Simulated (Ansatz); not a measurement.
# Quasiparticle gap of AlN (P6_3mc), part 2 of 2

How far does one-shot GW move the PBE gap of AlN (P6_3mc)?

Ansatz 0.2.0; PBE, then G0W0 on it, plane waves, PAW. Known limits of the many-body steps: finite bands, screening cutoff and k mesh; no spin-orbit coupling in G0W0.

So far. Step 2 (The PBE band structure): Over mesh and path the gap is 4.214 eV, direct, at k = Γ.

The database entry behind the starting cell differs from later determinations by our own check (inner coordinate u about 0.002 short), so it need not match the best structure at ambient conditions.

In doubt: masses and optical values from hybrid runs of this build are listed as unsure (in some of the runs), which bears on the screening that GW takes from such a start.

## (3) The quasiparticle correction

G0W0 replaces the xc potential by a self-energy built once from the orbitals of the start. Levels are corrected in the window of bands that the input names, at points of the mesh.

This step: G0W0 on PBE, plane waves, PAW.

input.yaml

```yaml
crystal:
  lattice:
    - [3.113, 0.0, 0.0]
    - [-1.5565, 2.695937082, 0.0]
    - [0.0, 0.0, 4.981]
  atoms:
    - { symbol: Al, position: [0.3333333333, 0.6666666667, 0.0] }
    - { symbol: Al, position: [0.6666666667, 0.3333333333, 0.5] }
    - { symbol: "N", position: [0.3333333333, 0.6666666667, 0.38] }
    - { symbol: "N", position: [0.6666666667, 0.3333333333, 0.88] }
kpoints:
  mp_grid: { grid: [6, 6, 4] }
hamiltonian:
  xc: pbe
  pseudopotentials: { kind: paw, azcp: { folder: "./paw" } }
scf:
  occupations: { method: fixed }
gw:
  n_empty_bands: 268
  ecut_chi: 200.0
  qp_bands: [v2, c2]
  qp_kpoints: band_edges
  screening: { model: contour_deformation }
```

Command:

```
ansatz run input.yaml --threads 3 --pin off --max-ram 92160MiB --backend cuda --events-out ev --progress --plain --runs-dir out --devices 1 --max-vram 13GiB
```

Numbers of over 12 decimals in the logs are rounded to 6 here.

The program printed:

```text
GPUs: using 1 of 1 available (devices: 1).
[...]
GPU FFT provider: cuFFT
GPU libraries: cuBLAS 13.8.2, cuFFT 12.4.0, cuSOLVER 12.3.4
Crystal: 4 atoms, lattice volume = 41.803 Å³
Basis set: ecut = 420 eV, 809 PW (Γ)
Bands: 12, of which v1, the nominal top of the filled ones, is band 8 counted from 1 (7 counted from 0)
Symmetry: 12 space group operations
[...]
k-points: 21 of 144 (time reversal used)
[...]
GPU buffer pool allocated for 20736 grid points (all kernels)
[...]
SCF iter   1: F=—  HF=-1851.407366 eV  |F-HF|=—  |Δ(HF+E_count)|=         —  Δρ=1.39e-1  dr2=9.84e0  ethr=3.10e-3  ⟨swp⟩=4.8  Hψ=1366  notcnv=0  defer=10
[...]
SCF iter   7: F=-1848.508205 eV  HF=-1848.508205 eV  |F-HF|=1.96e-9  |Δ(HF+E_count)|=   7.05e-8  Δρ=2.65e-6  dr2=1.58e-9  ethr=6.25e-10  ⟨swp⟩=4.1  Hψ=1133  notcnv=0
SCF 1 converged in 7 iterations: F = -1848.508205 eV  dr2 = 1.58e-9
[...]
NSCF: frozen V_eff on 21 k-points, pencils in batches of 32, up to order 48
the band table was solved once the SCF had ended and its energy, with any forces and stress, was formed, with the checks that follow a solve (1550 applications of the Hamiltonian). They found nothing against the state; the energy, forces and stress were not computed again (output.eigenvalues in the input reference)
[...]
NSCF: frozen V_eff on 21 k-points
G₀W₀ screening: q 1/21
[... further progress lines ...]
SCF converged after 7 iterations
Free energy (F): -1848.508205 eV
[...]
Internal energy: -1848.508205 eV  (E = F + TS)
E sigma→0 (E₀):  -1848.508205 eV
Fermi energy:    7.112566 eV
[...]
--- Band table (eV; the first three rows and the last of 21) ---
  k-point 0: bands = [... 4 lower, 6.2847, 6.9331, 6.9331, 7.1126, 11.3260, 13.7812, 17.7273, 18.2821]
  k-point 1: bands = [... 4 lower, 6.3749, 6.3749, 6.8333, 6.8333, 12.2816, 13.8987, 17.3977, 18.2493]
  k-point 2: bands = [... 4 lower, 6.5992, 6.5992, 6.5992, 6.5992, 13.5800, 13.5800, 17.4644, 17.4644]
  k-point 20: bands = [... 4 lower, 3.2960, 3.2960, 6.3358, 6.3358, 14.5445, 14.5445, 14.9799, 14.9799]
--- G₀W₀: contour deformation, 6 samples at zero and on the imaginary axis and 2 off it, 144 q-points, 268 empty bands' worth ---
  eigenvalues of the whole cell's RPA ε∞ on this k-mesh (on a slab, of 1 + 4πα/V) = 4.2125, 4.2125, 4.3628; static W/v taken at q = 0 is 0.234996
  bands read: the sum over 276 bands ends inside a degenerate multiplet in 2 slots, whose members it reads at an even weight; the widest, k=1: bands 276 to 277 (counted from 1) at 1/2 each
  gw.qp_kpoints: band_edges: 15 of 21 stored k-points solved, in 1 pass; an edge of the gap read off the rows below is read off those points alone
    valence top: of the k-points left out ik 13 came nearest to being solved in a further pass, in band 8 (counted from 1, as in the quasiparticle table): it holds the edge there only if its correction is more favourable than any solved in that band by at least 0.533 eV; those differ by 0.207 eV
    conduction bottom: of the k-points left out ik 16 came nearest to being solved in a further pass, in band 9 (counted from 1, as in the quasiparticle table): it holds the edge there only if its correction is more favourable than any solved in that band by at least 1.408 eV; those differ by 0.349 eV
    ik  band        ε_KS         Σx   Σc(E_QP)       V_xc       Z   E_QP_lin       E_QP  E_QP is
     0     7      6.9331   -21.7172     2.9504   -17.6723  0.7804     5.8274     5.8386  root
     0     8      7.1126   -21.7778     2.8978   -17.8132  0.7803     6.0353     6.0458  root
     0     9     11.3260    -9.8000    -4.0239   -14.4586  0.8156    11.9633    11.9607  root
     0    10     13.7812    -7.9362    -4.5061   -13.2051  0.8226    14.5484    14.5440  root
     1     7      6.8333   -21.7205     2.9851   -17.6285  0.7799     5.7148     5.7264  root
     1     8      6.8333   -21.7205     2.9851   -17.6285  0.7799     5.7148     5.7264  root
     1     9     12.2816   -10.1396    -4.1188   -14.9413  0.8092    12.9677    12.9645  root
     1    10     13.8987    -8.2310    -4.5469   -13.5497  0.8182    14.6752    14.6705  root
     2     7      6.5992   -21.7176     3.0584   -17.5255  0.7788     5.4529     5.4655  root
     2     8      6.5992   -21.7176     3.0584   -17.5255  0.7788     5.4529     5.4655  root
     2     9     13.5800    -9.3681    -4.4969   -14.6350  0.8070    14.3548    14.3500  root
     2    10     13.5800    -9.3681    -4.4969   -14.6350  0.8070    14.3548    14.3500  root
     3     7      6.8546   -21.7931     2.9830   -17.7069  0.7799     5.7399     5.7515  root
     3     8      6.9424   -21.7515     2.9490   -17.7166  0.7796     5.8454     5.8565  root
     3     9     12.6096   -10.1142    -4.1878   -15.0060  0.8074    13.3172    13.3137  root
     3    10     14.8408    -7.8874    -4.6838   -13.3810  0.8160    15.6562    15.6506  root
     4     7      6.5865   -21.5298     3.0257   -17.3739  0.7789     5.4438     5.4564  root
     4     8      6.6967   -21.7215     3.0222   -17.5773  0.7794     5.5626     5.5748  root
     4     9     13.0445    -9.6099    -4.3081   -14.6306  0.8068    13.7609    13.7571  root
     4    10     14.8689    -8.2348    -4.7586   -13.7986  0.8079    15.6800    15.6740  root
     6     7      6.2504   -21.2754     3.0704   -17.0524  0.7779     5.0841     5.0978  root
     6     8      6.5971   -21.7673     3.0545   -17.5800  0.7789     5.4517     5.4643  root
     6     9     13.3685    -7.1733    -4.3971   -12.2017  0.8192    14.0030    13.9999  root
     6    10     13.8267    -6.1736    -4.4885   -11.2567  0.8185    14.4242    14.4213  root
     7     7      6.3308   -21.4988     3.0942   -17.2511  0.7776     5.1637     5.1773  root
     7     8      6.3721   -21.6334     3.1022   -17.3731  0.7782     5.2005     5.2141  root
     7     9     12.7780    -6.8251    -4.2979   -11.7009  0.8234    13.3583    13.3558  root
     7    10     13.7472    -6.6378    -4.4737   -11.7298  0.8186    14.3687    14.3656  root
     8     7      5.8877   -21.4197     3.2185   -16.9914  0.7762     4.6623     4.6780  root
     8     8      5.8877   -21.4197     3.2185   -16.9914  0.7762     4.6623     4.6780  root
     8     9     13.0495    -6.9351    -4.3306   -11.8561  0.8210    13.6426    13.6400  root
     8    10     13.0495    -6.9351    -4.3306   -11.8561  0.8210    13.6426    13.6400  root
     9     7      5.3521   -20.3059     3.1471   -15.9411  0.7760     4.1174     4.1345  root
     9     8      6.4578   -21.7401     3.0900   -17.5020  0.7783     5.2965     5.3097  root
     9     9     12.9296    -6.7043    -4.2408   -11.4956  0.8196    13.4824    13.4801  root
     9    10     12.9459    -6.1323    -4.3020   -11.0021  0.8292    13.5160    13.5136  root
    10     7      5.9291   -21.1559     3.1451   -16.8228  0.7767     4.7260     4.7411  root
    10     8      6.2101   -21.5906     3.1412   -17.2740  0.7775     5.0206     5.0347  root
    10     9     12.1984    -6.4416    -4.1632   -11.1246  0.8277    12.7201    12.7182  root
    10    10     13.0308    -6.4505    -4.3180   -11.3434  0.8252    13.6083    13.6058  root
[...]
17     7      6.1381   -21.5346     3.1377   -17.2255  0.7770     4.9524     4.9667  root
    17     8      6.1381   -21.5346     3.1377   -17.2255  0.7770     4.9524     4.9667  root
    17     9     13.3774    -7.0144    -4.3804   -12.0072  0.8179    13.9927    13.9898  root
    17    10     13.3774    -7.0144    -4.3804   -12.0072  0.8179    13.9927    13.9898  root
    18     7      4.7478   -20.7530     3.4555   -16.0235  0.7689     3.4526     3.4739  root
    18     8      4.7478   -20.7530     3.4555   -16.0235  0.7689     3.4526     3.4739  root
    18     9     12.1787    -4.8696    -4.1917    -9.4826  0.8334    12.6013    12.6000  root
    18    10     15.4790    -7.6643    -4.9691   -13.4152  0.7922    16.2675    16.2607  root
    20     7      6.3358   -21.7364     3.1127   -17.4712  0.7773     5.1698     5.1833  root
    20     8      6.3358   -21.7364     3.1127   -17.4712  0.7773     5.1698     5.1833  root
    20     9     14.5445    -6.8458    -4.6958   -12.2056  0.8046    15.2128    15.2085  root
    20    10     14.5445    -6.8458    -4.6958   -12.2056  0.8046    15.2128    15.2085  root
```

Wall time 18 s (1 × NVIDIA H100 80GB HBM3 (shared by 6 runs) with 3 threads of AMD EPYC 7R13 (Zen 3), shared host); peak memory 1.4 GiB; 15 s of CPU time.

This step gave:

| Property | Result |
| --- | --- |
| bands summed | 276 |
| RPA ε∞ on this mesh (eigenvalues) | 4.212, 4.212, 4.363 |
| plane waves in the screening matrix | 287 |
| q-points in the mesh | 144 |
| G0W0 gap over the corrected points | 5.915 eV |
| k of the valence top | 0, 0, 0 |
| k of the conduction bottom | 0, 0, 0 |
| starting gap on the mesh | 4.213 eV |
| Z at the valence top | 0.7803 |
| Z at the conduction bottom | 0.8156 |
| least direct G0W0 gap over the corrected points | 5.915 eV |

Over 15 of 21 irreducible mesh points the G0W0 gap is 5.915 eV, direct, at k = Γ. The PBE gap of this run on the mesh is 4.213 eV. The two states that bound the G0W0 gap lie that far apart at the start, so the correction of the gap is 5.915 − 4.213 = +1.702 eV. The start of this run differs from the step before in mesh (12×12×6 and 6×6×4).

Labels follow the order of the start: v1 is the top filled band, c1 the lowest empty one; levels that stay degenerate share a row, the window can cut a multiplet, doubted levels are not marked in this list, bands outside the window were not corrected, and the list may be a part of the corrected levels. Levels before and after the correction, in eV, zero at the valence-band top of each column:

|  | conduction bottom | valence top |
| --- | --- | --- |
| Kohn-Sham | 4.21 | 0.00 |
| G0W0 | 5.91 | 0.00 |

```csv
,level,occupation,energy (eV)
Kohn-Sham,Γ v2,2,-0.179
Kohn-Sham,Γ v1,2,0.000
Kohn-Sham,Γ c1,0,4.213
Kohn-Sham,Γ c2,0,6.669
G0W0,Γ v2,2,-0.207
G0W0,Γ v1,2,0.000
G0W0,Γ c1,0,5.915
G0W0,Γ c2,0,8.498
```

The parts of the quasiparticle energy for the two states that bound the G0W0 gap, in eV on the run's own scale (QP = start + Σx + Σc − Vxc, with Σc at the quasiparticle energy):

```csv
edge,k,band,start,Σx,Σc,Vxc,Z,QP
valence top,Γ,8,7.113,−21.778,2.898,−17.813,0.780,6.046
conduction bottom,Γ,9,11.326,−9.800,−4.024,−14.459,0.816,11.961
```

## (4) The runs together

Each gap is the least one over the points named; times are wall times on shared hosts, not benchmarks. A G0W0 time includes the run's own self-consistent start. Rows marked * are further runs, not shown as steps, whose inputs differ from the G0W0 step on the same start in the columns given; solver thresholds can differ too.

| level | mesh | files, cutoff | bands summed, screening | points | gap (eV) | valence top | conduction bottom | least direct gap (eV) | time |
| --- | --- | --- | --- | --- | --- | --- | --- | --- | --- |
| PBE | 12×12×6 | soft_1 PAW, 420 eV | - | mesh and path | 4.214 | Γ | Γ | 4.214 | 5.8 s |
| G0W0@PBE* | 6×6×4 | soft_1 PAW, 420 eV | 52, 60 eV | 15 of 21 irreducible mesh points | 5.484 | Γ | Γ | 5.484 | 17 s |
| G0W0@PBE* | 6×6×4 | soft_1 PAW, 420 eV | 132, 120 eV | 15 of 21 irreducible mesh points | 5.806 | Γ | Γ | 5.806 | 20 s |
| G0W0@PBE | 6×6×4 | soft_1 PAW, 420 eV | 276, 200 eV | 15 of 21 irreducible mesh points | 5.915 | Γ | Γ | 5.915 | 18 s |
| G0W0@PBE* | 6×6×2 | soft_1 PAW, 420 eV | 132, 120 eV | 12 of 14 irreducible mesh points | 5.822 | Γ | Γ | 5.822 | 23 s |
| G0W0@PBE* | 6×6×4 | soft_1 PAW, 420 eV | 132, 120 eV, plasmon pole | 15 of 21 irreducible mesh points | 5.758 | Γ | Γ | 5.758 | 23 s |

## (5) Results

| Quantity | Value |
| --- | --- |
| PBE gap over mesh and path | 4.214 eV, direct, at k = Γ |
| G0W0@PBE gap over 15 of 21 irreducible mesh points | 5.915 eV, direct, at k = Γ |
| estimated limit in bands and cutoff, on this mesh | 6.015 eV |
| GW settings | 6×6×4 mesh, 268 empty bands, screening to 200 eV |
| known limits | finite bands, screening cutoff and k mesh; no spin-orbit coupling in G0W0 |

Over 15 of 21 irreducible mesh points the G0W0 gap is 5.915 eV, direct, at k = Γ. The PBE gap of this run on the mesh is 4.213 eV. The two states that bound the G0W0 gap lie that far apart at the start, so the correction of the gap is 5.915 − 4.213 = +1.702 eV. The valence state moves by 6.046 − 7.113 = −1.067 eV and the conduction state by 11.961 − 11.326 = +0.635 eV, on the run's own scale; with 52 bands the edge states move by −0.300 and +0.971 eV, so the split between the edges depends on the bands and cutoff. Both edges that PBE shows over mesh and path lie at k points where levels were corrected. Levels at other points were not corrected, so a lower G0W0 gap elsewhere in the zone is not ruled out. From 52 bands and 60 eV to 276 bands and 200 eV the gap moves by 5.915 − 5.484 = +0.431 eV (rung by rung 5.484, 5.806, 5.915 eV); bands and screening cutoff rise together, so their parts are not told apart. A line in one over the bands through the two highest rungs gives 5.915 + (5.915 − 5.806) × 132 / (276 − 132) = 6.015 eV, and through the pair below 5.806 + (5.806 − 5.484) × 52 / (132 − 52) = 6.015 eV. The two agree within 0.03 eV and the same two states bound the gap in each rung, so 6.015 eV is taken as an estimate of the limit on this mesh. With the 6×6×2 mesh in place of the 6×6×4 mesh and all else as in the G0W0@PBE row with 132 bands, the gap differs by 5.822 − 5.806 = +0.016 eV, and that of the start by 4.214 − 4.213 = +0.001 eV. With the plasmon pole model in place of the contour deformation model and all else as in the G0W0@PBE row with 132 bands, the gap differs by 5.758 − 5.806 = −0.048 eV. G0W0 on other starts in this series, not shown as steps and not all at these settings: 6.444 eV on HSE06 (6×6×4, soft_1 PAW, 132 bands, 120 eV) and 5.816 eV on LDA (6×6×4, soft_1 PAW, 132 bands, 120 eV). The G0W0 runs are scalar-relativistic. G0W0@PBE runs of this series with other atomic data on the same mesh, not shown as steps, give 5.761 eV (hard PAW, 900 eV, 140 bands, screening to 120 eV; the table's row with the same empty bands and screening cutoff has 5.806 eV); where bands and cutoffs differ too, the part of the files is not isolated.

[Paths, hosts, dates, memory and timing lines, banners, echoed tables and standing remarks are left out of the program output.]

[Logs are printed without paths, hosts, clocks, repeated set-up lines and the standing remarks that a program may print on its own settings, such as how far it seeks lower states.]

[Runs of the session that timed out or met a known fault of the program may be left out.]

[Cells called generated may have been cut or substituted from an entry of the Crystallography Open Database or the Materials Project.]

[Hosts, paths, dates, database ids (printed as entryN), source tags and the programs' standing remarks are cut or masked in the printed files.]

[Where an RPA ε∞ is given, it is that of the G0W0 mesh and is not shown converged in it. Names of k-points follow the symmetry that the program found, which can be lower than the space group named. Band edges on a path are those of the sampled points; other points can move an edge, and change direct to indirect where valleys lie close.]

[Hybrid gaps are those of their k-mesh and are not shown converged in it.]
